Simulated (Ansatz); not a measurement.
# Na on W(110): change of the work function, part 2 of 2

How does one ordered layer of Na (hollow site) change the work function of W(110), and what dipole does each adsorbate carry?

Ansatz 0.2.0; plane-wave DFT, PBE, Ansatz PAW.

So far, work function, upper face (eV): step 2 (the clean slab) 4.84.

### 3. The covered slab

System of this step: NaW16 (Na/W(110)). The cell holds 17 atoms: 16 W and 1 Na. Cell: a = 5.473 Å, b = 5.473 Å, c = 27.716 Å, α = 90.0°, β = 90.0°, γ = 70.5°. Vacuum lies along c.

The clean slab as it ended is repeated in the plane and the adsorbate is set on one face; the cell's size fixes the coverage, and the k-mesh shrinks with it to keep the sampling density about even. Adsorbate and upper layers relax, since the dipole depends on the height.

Contents of input.yaml:

```yaml
crystal:
  lattice:
    - [4.468914857, -3.16, 0.0]
    - [4.468914857, 3.16, 0.0]
    - [0.0, 0.0, 27.7163968977]
  atoms:
    - { symbol: W, position: [0.0, 0.0, 0.3247175321] }
    - { symbol: W, position: [0.25, 0.25, 0.4053361435] }
    - { symbol: W, position: [0.0, 0.0, 0.4873213771] }
    - { symbol: W, position: [0.25, 0.25, 0.5664142294] }
    - { symbol: W, position: [0.0, 0.5, 0.3247175321] }
    - { symbol: W, position: [0.25, 0.75, 0.4053361435] }
    - { symbol: W, position: [0.0, 0.5, 0.4873213771] }
    - { symbol: W, position: [0.25, 0.75, 0.5664142294] }
    - { symbol: W, position: [0.5, 0.0, 0.3247175321] }
    - { symbol: W, position: [0.75, 0.25, 0.4053361435] }
    - { symbol: W, position: [0.5, 0.0, 0.4873213771] }
    - { symbol: W, position: [0.75, 0.25, 0.5664142294] }
    - { symbol: W, position: [0.5, 0.5, 0.3247175321] }
    - { symbol: W, position: [0.75, 0.75, 0.4053361435] }
    - { symbol: W, position: [0.5, 0.5, 0.4873213771] }
    - { symbol: W, position: [0.75, 0.75, 0.5664142294] }
    - { symbol: Na, position: [0.42, 0.42, 0.6752824679] }
kpoints:
  mp_grid: { grid: [6, 6, 1] }
hamiltonian:
  xc: pbe
scf:
  occupations: { method: fermi_dirac, width: 0.1 }
  convergence: { dr2_threshold: 1.0e-08 }
efield:
  axis: 3
  dipole_correction: true
  ramp_position: 0.97
  ramp_width: 0.06
relax:
  f_tol: 0.02
  max_steps: 60
  constraints: [{ sites: [0, 1, 4, 5, 8, 9, 12, 13] }]
output:
  dos: { projected: true, e_range: [-8, 4] }
  write_potential: true
  write_density: true
  volumetric_format: npy
  elf: true
```

Run with:

```sh
> ansatz run input.yaml --threads 4 --pin off --max-ram 6144MiB --backend cpu --events-out ev --progress --plain --runs-dir out
```

The log of the run:

```text
[...]
Crystal: 17 atoms, lattice volume = 782.809 Å³
Basis set: ecut = 420 eV, 15333 PW (Γ), exchange–correlation on 80×80×384 points (8 copies of the dense FFT grid, shifted against one another)
Bands: 140, of which v1, the nominal top of the filled ones, is band 117 counted from 1 (116 counted from 0)
Symmetry: 2 space group operations
[...]
k-points: 13 of 36 (time reversal used)
[...]
SCF iter   1: F=—  HF=-167633.455177 eV  |F-HF|=—  |Δ(HF+E_count)|=         —  Δρ=1.01e-2  dr2=1.94e1  ethr=1.77e-3  p=0.684 e·Å  D=1.58e-1 V/Å  ΔV_dip=-4.38 eV  dr2_dipole=1.24e1  V_vac-E_F(+/−)=0.87/5.26 eV  ⟨swp⟩=9.5  Hψ=9225  notcnv=0
[...]
SCF iter  11: F=-167632.915417 eV  HF=-167632.915417 eV  |F-HF|=6.69e-10  |Δ(HF+E_count)|=   7.97e-9  Δρ=4.51e-7  dr2=3.96e-9  ethr=4.29e-12  p=0.486 e·Å  D=1.12e-1 V/Å  ΔV_dip=-3.12 eV  dr2_dipole=4.57e-10  V_vac-E_F(+/−)=1.79/4.90 eV  ⟨swp⟩=12.9  Hψ=14125  notcnv=0
SCF 1 converged in 11 iterations: F = -167632.915417 eV  dr2 = 3.96e-9
[...]
relax step   1: F+E_penalty+E_count = -167632.91541668 eV  Δ(F+E_penalty+E_count) = +0.000e0 eV  max|allowed force component| = 5.814e-1 eV/Å  Δτ_max = 0.0000 Å  (11 SCF iters, accepted)
[...]
SCF iter   9: F=-167632.951023 eV  HF=-167632.951023 eV  |F-HF|=2.42e-9  |Δ(HF+E_count)|=   7.04e-9  Δρ=3.76e-7  dr2=3.86e-9  ethr=4.29e-12  p=0.496 e·Å  D=1.15e-1 V/Å  ΔV_dip=-3.17 eV  dr2_dipole=1.83e-9  V_vac-E_F(+/−)=1.72/4.90 eV  ⟨swp⟩=12.9  Hψ=14330  notcnv=0
SCF 2 converged in 9 iterations: F = -167632.951023 eV  dr2 = 3.86e-9
[...]
relax step   2: F+E_penalty+E_count = -167632.95102319 eV  Δ(F+E_penalty+E_count) = -3.561e-2 eV  max|allowed force component| = 5.807e-1 eV/Å  Δτ_max = 0.0997 Å  (9 SCF iters, accepted)
SCF iter   1: F=—  HF=-167633.038481 eV  |F-HF|=—  |Δ(HF+E_count)|=         —  Δρ=1.95e-3  dr2=2.91e-1  ethr=9.52e-4  p=0.496 e·Å  D=1.15e-1 V/Å  ΔV_dip=-3.17 eV  dr2_dipole=8.25e-2  V_vac-E_F(+/−)=1.74/4.92 eV  ⟨swp⟩=4.6  Hψ=3529  notcnv=1
[...]
SCF iter   9: F=-167633.030667 eV  HF=-167633.030667 eV  |F-HF|=2.04e-9  |Δ(HF+E_count)|=   2.40e-8  Δρ=5.56e-7  dr2=6.33e-9  ethr=4.29e-12  p=0.485 e·Å  D=1.12e-1 V/Å  ΔV_dip=-3.11 eV  dr2_dipole=2.54e-12  V_vac-E_F(+/−)=1.79/4.89 eV  ⟨swp⟩=11.8  Hψ=13781  notcnv=0
SCF 3 converged in 9 iterations: F = -167633.030667 eV  dr2 = 6.33e-9
relax step   3: F+E_penalty+E_count = -167633.03066652 eV  Δ(F+E_penalty+E_count) = -7.964e-2 eV  max|allowed force component| = 1.442e-1 eV/Å  Δτ_max = 0.1950 Å  (9 SCF iters, accepted)
[...]
relax step   4: F+E_penalty+E_count = -167633.03793053 eV  Δ(F+E_penalty+E_count) = -7.264e-3 eV  max|allowed force component| = 6.571e-2 eV/Å  Δτ_max = 0.0805 Å  (8 SCF iters, accepted)
[...]
relax step   5: F+E_penalty+E_count = -167633.05002844 eV  Δ(F+E_penalty+E_count) = -1.210e-2 eV  max|allowed force component| = 4.769e-2 eV/Å  Δτ_max = 0.2000 Å  (9 SCF iters, accepted)
[...]
relax step   6: F+E_penalty+E_count = -167633.05716708 eV  Δ(F+E_penalty+E_count) = -7.139e-3 eV  max|allowed force component| = 2.945e-2 eV/Å  Δτ_max = 0.1966 Å  (9 SCF iters, accepted)
[...]
relax step   7: F+E_penalty+E_count = -167633.05991799 eV  Δ(F+E_penalty+E_count) = -2.751e-3 eV  max|allowed force component| = 2.183e-2 eV/Å  Δτ_max = 0.1950 Å  (8 SCF iters, accepted)
SCF iter   1: F=—  HF=-167633.059299 eV  |F-HF|=—  |Δ(HF+E_count)|=         —  Δρ=1.45e-4  dr2=1.89e-4  ethr=3.37e-7  p=0.479 e·Å  D=1.11e-1 V/Å  ΔV_dip=-3.07 eV  dr2_dipole=6.42e-6  V_vac-E_F(+/−)=1.82/4.89 eV  ⟨swp⟩=4.0  Hψ=3711  notcnv=0
[...]
SCF iter   6: F=-167633.060027 eV  HF=-167633.060027 eV  |F-HF|=3.46e-9  |Δ(HF+E_count)|=   4.98e-8  Δρ=6.23e-7  dr2=6.32e-9  ethr=4.29e-12  p=0.479 e·Å  D=1.11e-1 V/Å  ΔV_dip=-3.07 eV  dr2_dipole=5.74e-11  V_vac-E_F(+/−)=1.82/4.89 eV  ⟨swp⟩=10.7  Hψ=15646  notcnv=0
SCF 8 converged in 6 iterations: F = -167633.060027 eV  dr2 = 6.32e-9
relax step   8: F+E_penalty+E_count = -167633.06002740 eV  Δ(F+E_penalty+E_count) = -1.094e-4 eV  max|allowed force component| = 5.605e-3 eV/Å  Δτ_max = 0.0161 Å  (6 SCF iters, accepted)
NSCF: frozen V_eff on 13 k-points
[...]
SCF converged after 6 iterations
Free energy (F): -167633.060027 eV
[...]
Internal energy: -167632.647917 eV  (E = F + TS)
E sigma→0 (E₀):  -167632.853972 eV
Entropy (-TS):   -0.412111 eV (-24.242 meV/atom)
Fermi energy:    5.338153 eV
Dipole field:    D = 0.110775 V/Å  (p = 0.479220 e·Å, saw-weighted, corrected)
Work function:   Φ+ = 1.8225 eV   Φ− = 4.8928 eV
[...]
--- Forces (eV/Å), atoms counted from 1 ---
  atom   1  W      0.00009905     0.00000000     0.36700346
  atom   2  W     -0.00028279     0.00000000    -0.35687525
  atom   3  W      0.00114633     0.00000000    -0.00069128
  atom   4  W      0.00104142     0.00000000     0.00322765
  atom   5  W      0.00002681     0.00007469     0.36668654
  atom   6  W     -0.00160860    -0.01884916    -0.37944490
  atom   7  W     -0.00035449     0.00491072     0.00518892
  atom   8  W     -0.00070896     0.00428545    -0.00308680
  atom   9  W      0.00002681    -0.00007469     0.36668654
  atom  10  W     -0.00160860     0.01884916    -0.37944490
  atom  11  W     -0.00035449    -0.00491072     0.00518892
  atom  12  W     -0.00070896    -0.00428545    -0.00308680
  atom  13  W     -0.00004703    -0.00000000     0.36179526
  atom  14  W     -0.00309321    -0.00000000    -0.35615716
  atom  15  W      0.00082804     0.00000000    -0.00179227
  atom  16  W      0.00560459    -0.00000000     0.00125845
  atom  17  Na    -0.00000858     0.00000000     0.00353398
  max |Σ_I F_I| component: 9.67e-6 eV/Å
--- Band table (eV; the first three rows and the last of 13) ---
  k-point 0: bands = [... 113 lower, 5.8985, 5.9514, 6.0263, 6.0533, 6.2040, 6.2701, 6.4095, 6.4681, ... 19 higher]
  k-point 1: bands = [... 113 lower, 5.3571, 5.5336, 5.6140, 5.8031, 6.1543, 6.4424, 6.4916, 6.5388, ... 19 higher]
  k-point 2: bands = [... 113 lower, 4.8208, 4.9123, 5.2612, 5.3067, 5.5625, 5.7926, 6.0307, 6.2897, ... 19 higher]
  k-point 12: bands = [... 113 lower, 4.5626, 4.5633, 4.6509, 4.7880, 4.8070, 4.9412, 4.9670, 5.4038, ... 19 higher]
--- Relaxed structure (8 steps of the walk, 8 accepted, 0 SCFs on fresh bases) ---
  F+E_penalty+E_count = -167633.06002740 eV   max|allowed force component| = 5.605e-3 eV/Å
  atoms:
    - { symbol: W, position: [0.0, 0.0, 0.324718] }
    - { symbol: W, position: [0.25, 0.25, 0.405336] }
    - { symbol: W, position: [-7.113096e-5, -7.113096e-5, 0.486795] }
    - { symbol: W, position: [0.250836, 0.250836, 0.567419] }
    - { symbol: W, position: [2.775558e-17, 0.5, 0.324718] }
    - { symbol: W, position: [0.25, 0.75, 0.405336] }
    - { symbol: W, position: [-2.009167e-5, 0.499912, 0.487159] }
    - { symbol: W, position: [0.247435, 0.752380, 0.566177] }
    - { symbol: W, position: [0.5, 2.775558e-17, 0.324718] }
    - { symbol: W, position: [0.75, 0.25, 0.405336] }
    - { symbol: W, position: [0.499912, -2.009167e-5, 0.487159] }
    - { symbol: W, position: [0.752380, 0.247435, 0.566177] }
    - { symbol: W, position: [0.5, 0.5, 0.324718] }
    - { symbol: W, position: [0.75, 0.75, 0.405336] }
    - { symbol: W, position: [0.499950, 0.499950, 0.487132] }
    - { symbol: W, position: [0.748917, 0.748917, 0.567425] }
    - { symbol: Na, position: [0.499811, 0.499811, 0.662733] }
```

Elapsed: 5.1 min, on 4 threads of Arm Neoverse V2, shared host; peak memory 3 GiB; 20 min of CPU time.

The steps of the relaxation:

| step | energy less that of the first step (eV) | largest force component (eV/Å) |
| --- | --- | --- |
| 1 | 0.0000 | 0.5814 |
| 2 | -0.0356 | 0.5807 |
| 3 | -0.1153 | 0.1442 |
| 4 | -0.1225 | 0.0657 |
| 5 | -0.1346 | 0.0477 |
| 6 | -0.1417 | 0.0295 |
| 7 | -0.1445 | 0.0218 |
| 8 | -0.1446 | 0.0056 |

Forces are held to the 2 operations that the program found; a distortion that breaks them can't arise in this run.

The atoms that moved most (Å):

```csv
atom,dx,dy,dz,length
Na17,0.713,0.000,-0.348,0.794
W16,-0.010,0.000,0.028,0.030
W4,0.007,0.000,0.028,0.029
W8,-0.001,0.016,-0.007,0.017
W12,-0.001,-0.016,-0.007,0.017
W3,-0.001,0.000,-0.015,0.015
W15,0.000,0.000,-0.005,0.005
```

The relaxed structure:

```xyz
17
Lattice="4.4689 -3.1600 0.0000 4.4689 3.1600 0.0000 0.0000 0.0000 27.7164" Properties=species:S:1:pos:R:3
W     0.0000    0.0000    9.0000
W     2.2345    0.0000   11.2345
W    -0.0006    0.0000   13.4922
W     2.2419    0.0000   15.7268
W     2.2345    1.5800    9.0000
W     4.4689    1.5800   11.2345
W     2.2340    1.5798   13.5023
W     4.4681    1.5956   15.6924
W     2.2345   -1.5800    9.0000
W     4.4689   -1.5800   11.2345
W     2.2340   -1.5798   13.5023
W     4.4681   -1.5956   15.6924
W     4.4689    0.0000    9.0000
W     6.7034    0.0000   11.2345
W     4.4685    0.0000   13.5016
W     6.6937    0.0000   15.7270
Na    4.4672    0.0000   18.3686
```

Read from the output:

```yaml
energy_at_zero_smearing: -167632.8540 eV
work_function_upper_face: 1.822 eV
work_function_lower_face: 4.893 eV
dipole_along_the_normal: 0.4792 e·Å
step_between_the_vacuum_levels: -3.070 eV
```

Running mean over 2.234 Å of the planar mean; the ramp of the sawtooth is left out. Electron's electrostatic potential energy less the Fermi level against z:

```
z (Å)  electron's electrostatic potential energy less the Fermi level (eV)
    4                                                                 4.89
    5                                                                 4.88
    6                                                                 4.75
    7                                                                 3.27
    8                                                                -5.75
    9                                                                -12.2
   10                                                                -12.6
   11                                                                -12.7
   12                                                                -12.5
   13                                                                -12.6
   14                                                                -12.8
   15                                                                -12.7
   16                                                                -11.5
   17                                                                -3.25
   18                                                                 1.05
   19                                                                0.770
   20                                                                 1.56
   21                                                                 1.77
   22                                                                 1.81
   23                                                                 1.82
   24                                                                 1.82
```

The density of states has structure finer than the step of the table below, so its rows give means over 0.25 eV. Peaks (eV: height): -3.130: 40.4, -2.950: 27.7, -2.830: 28.7, -2.770: 31.2, -2.590: 27.8, -1.920: 31.0, -1.470: 26.3.

Table of density of states by energy, zero at the Fermi level; means over each step:

| energy (eV) | density of states (states/eV a cell) |
| --- | --- |
| -7.75 | 0.945 |
| -7.50 | 1.89 |
| -7.25 | 1.99 |
| -7.00 | 2.28 |
| -6.75 | 2.14 |
| -6.50 | 1.69 |
| -6.25 | 4.42 |
| -6.00 | 5.47 |
| -5.75 | 11.1 |
| -5.50 | 8.33 |
| -5.25 | 11.0 |
| -5.00 | 11.5 |
| -4.75 | 13.9 |
| -4.50 | 20.2 |
| -4.25 | 13.2 |
| -4.00 | 12.4 |
| -3.75 | 8.37 |
| -3.50 | 8.46 |
| -3.25 | 21.4 |
| -3.00 | 23.9 |
| -2.75 | 24.0 |
| -2.50 | 20.4 |
| -2.25 | 20.3 |
| -2.00 | 23.2 |
| -1.75 | 21.5 |
| -1.50 | 22.1 |
| -1.25 | 14.3 |
| -1.00 | 14.0 |
| -0.75 | 10.6 |
| -0.50 | 13.6 |
| -0.25 | 9.83 |
| 0.00 | 13.4 |
| 0.25 | 12.2 |
| 0.50 | 13.5 |
| 0.75 | 14.9 |
| 1.00 | 17.6 |
| 1.25 | 19.1 |
| 1.50 | 21.2 |

Projected DOS per atom over height of the atomic layer and energy from the Fermi level. Layers: W4 W4 W4 W4 Na from below.

Ten even steps from '0' (0.00 states/eV) to '9' (1.71 states/eV), each cell a mean:
```
67763
66663
63353
52351
42251
52251
72261
95481
86691
76670
88880
48850
33330
44440
57750
25520
24420
12310
01100
00000
00000
00000
```
Columns: height of the atomic layer (Å) from 9 to 18.4 (not evenly spaced); rows upwards: energy from the Fermi level (eV) from -7.96 to 1.84.

Valence density in the ca plane at fractional y = 0.500, with atoms of W and Na within 0.2 Å of it. It is the smooth field of the valence electrons, not physical close to the nuclei.

Ten steps, logarithmic in the rise over the least value, from '0' (0 e/Å³) to '9' (17 e/Å³), each cell a mean:
```
77522222224777632221110000000000000000000000
65322222223566422222110000000000000000000000
33222222222333222222211000000000000000000000
22222222222222222222211000000000000000000000
33222222222333222222211001100000000000000000
65322222223566422222111024530000000000000000
77522222224777632221111158962000000000000000
77532222225777632221111169972000000000000000
76422222223676532222111137751000000000000000
54222222222454322222211012210000000000000000
32222222222222222222211000000000000000000000
32222222222232222222211000000000000000000000
54222222222454322222211000000000000000000000
76422222224677532222110000000000000000000000
77532222225777632221110000000000000000000000
```
Columns run along c (16.0 Å, from fractional 0.33 to 0.90 of the cell), rows up along a (5.5 Å). Atoms in or near the plane, at fractional coordinates: W at (0.49, 0.00), W at (0.49, 0.50), Na at (0.66, 0.50).

ELF in the ca plane at fractional y = 0.500, with atoms of W and Na within 0.2 Å of it. It is the smooth field of the valence electrons, not physical close to the nuclei.

Ten even steps from '0' (0.00) to '9' (0.67), each cell a mean:
```
59647655646968945655666554321100000000000000
97456545653799536555677654322110000000000000
54466555664454456556677753211111000000000000
54566555676555566556778631000011100000000000
54466555664454456556777301110001110000000000
98456545643799536555676126861001211000000000
59647656646957945655674167684000211000000000
18747656647925945655674176485000221000000000
99546545644999735655675148883001211000000000
75356545653576346555677213430001210000000000
54566555675454566556788510000011110000000000
54566555675454566556778752101111100000000000
75356545653576446555677764322111000000000000
99546545644999735655666654322110000000000000
18747656647925945655666543321100000000000000
```
Columns run along c (16.0 Å, from fractional 0.33 to 0.90 of the cell), rows up along a (5.5 Å). Atoms in or near the plane, at fractional coordinates: W at (0.49, 0.00), W at (0.49, 0.50), Na at (0.66, 0.50).

Electrostatic potential energy in the ca plane at fractional y = 0.500, with atoms of W and Na within 0.2 Å of it. With pseudopotentials it is smooth inside the atoms' cores, unlike the true potential.

Ten even steps from '0' (-57 eV) to '9' (9 eV), each cell a mean:
```
00489999985100279999999999999999999999999999
24789989997423589999999999999999999999999999
77899888998777899989999999999999999999999999
88999888999888999988999999999999999999999999
67899888998767899989999999899999999999999999
23689989987423589999999986678999999999999999
00489999985100279999999961048999999999999999
00489999984000269999999950038999999999999999
02589999986201479999999974368999999999999999
46899989998645789999999998889999999999999999
88999888999888899988999999999999999999999999
88999888999888899988999999999999999999999999
46899989998645789999999999999999999999999999
02589999986201479999999999999999999999999999
00489999984000269999999999999999999999999999
```
Columns run along c (16.0 Å, from fractional 0.33 to 0.90 of the cell; values clipped at the 3rd and 97th percentile), rows up along a (5.5 Å). Atoms in or near the plane, at fractional coordinates: W at (0.49, 0.00), W at (0.49, 0.50), Na at (0.66, 0.50).

The relaxation took 8 steps and lowered the energy by 0.14 eV; the largest force on the free atoms ends at 0.0056 eV/Å.

By hand: a sheet of dipoles makes a step −p/(ε₀A) in the electron's potential. With e/ε₀ = 180.95 V·Å, p = 0.4792 e·Å and A = 28.24 Å², that is −180.95 × (0.4792) / 28.24 = -3.070 eV, and the two vacuum levels of the run differ by -3.070 eV.

The covered face has 1.82 eV, -3.02 eV against the clean one; the bare back face has moved by -0.01 eV, a measure of how thin the slab is.

### 4. Work function against coverage

This step: plane-wave DFT, PBE, Ansatz PAW; work function against coverage (Ansatz 0.2.0).

The runs are now put side by side.

This step gave:

- work function of the clean face: 4.845 eV
- largest change of the work function: -3.022 eV

Table of work function of the covered face by coverage:

```
coverage (adsorbates/nm²)  work function of the covered face (eV)
                     0.00                                    4.84
                     3.54                                    1.82
```

The dipole per adsorbate comes from the change of the cell's dipole. Coverage, by row:

| coverage (1/nm²) | coverage (ML) | work function (eV) | change (eV) | dipole per adsorbate, positive end outwards (debye) | mean height of the added atoms over the highest substrate atom (Å) |
| --- | --- | --- | --- | --- | --- |
| 3.541 | 0.25 | 1.822 | -3.022 | 2.261 | 2.642 |

### 5. Outcome

| Quantity | Value |
| --- | --- |
| work function of the clean face | 4.84 eV |
| work function at 0.25 ML | 1.82 eV |
| dipole per adsorbate at 0.25 ML, positive end outwards | 2.26 D |

What this shows: Na lowers the work function of W(110) at the lowest coverage, by 3.02 eV: the adsorbate layer has its positive end outwards. One coverage alone was completed, so no trend follows. The slab has 4 layers, at the tabulated experimental lattice constant, one starting site was run, and quantum-size effects of a slab this thin can reach one or two tenths of an eV.

[Long decimals in the printed logs are rounded to 6 places.]

[Logs are printed without paths, hosts, clocks, repeated set-up lines and the standing remarks that a program may print on its own settings, such as how far it seeks lower states.]

[Hosts, paths, dates, database ids (printed as entryN), source tags and the programs' standing remarks are cut or masked in the printed files.]

[Maps of the electrostatic potential energy from Ansatz leave out the sawtooth potential of an applied field or a dipole correction, so their vacuum need not be flat; planar profiles and work functions include it.]

[The density of states shown here was stored with 400 of the rows of the run's finer table, so its peaks can read low, often by over a quarter, or be missed, and its means over a window can be off by a tenth or more.]
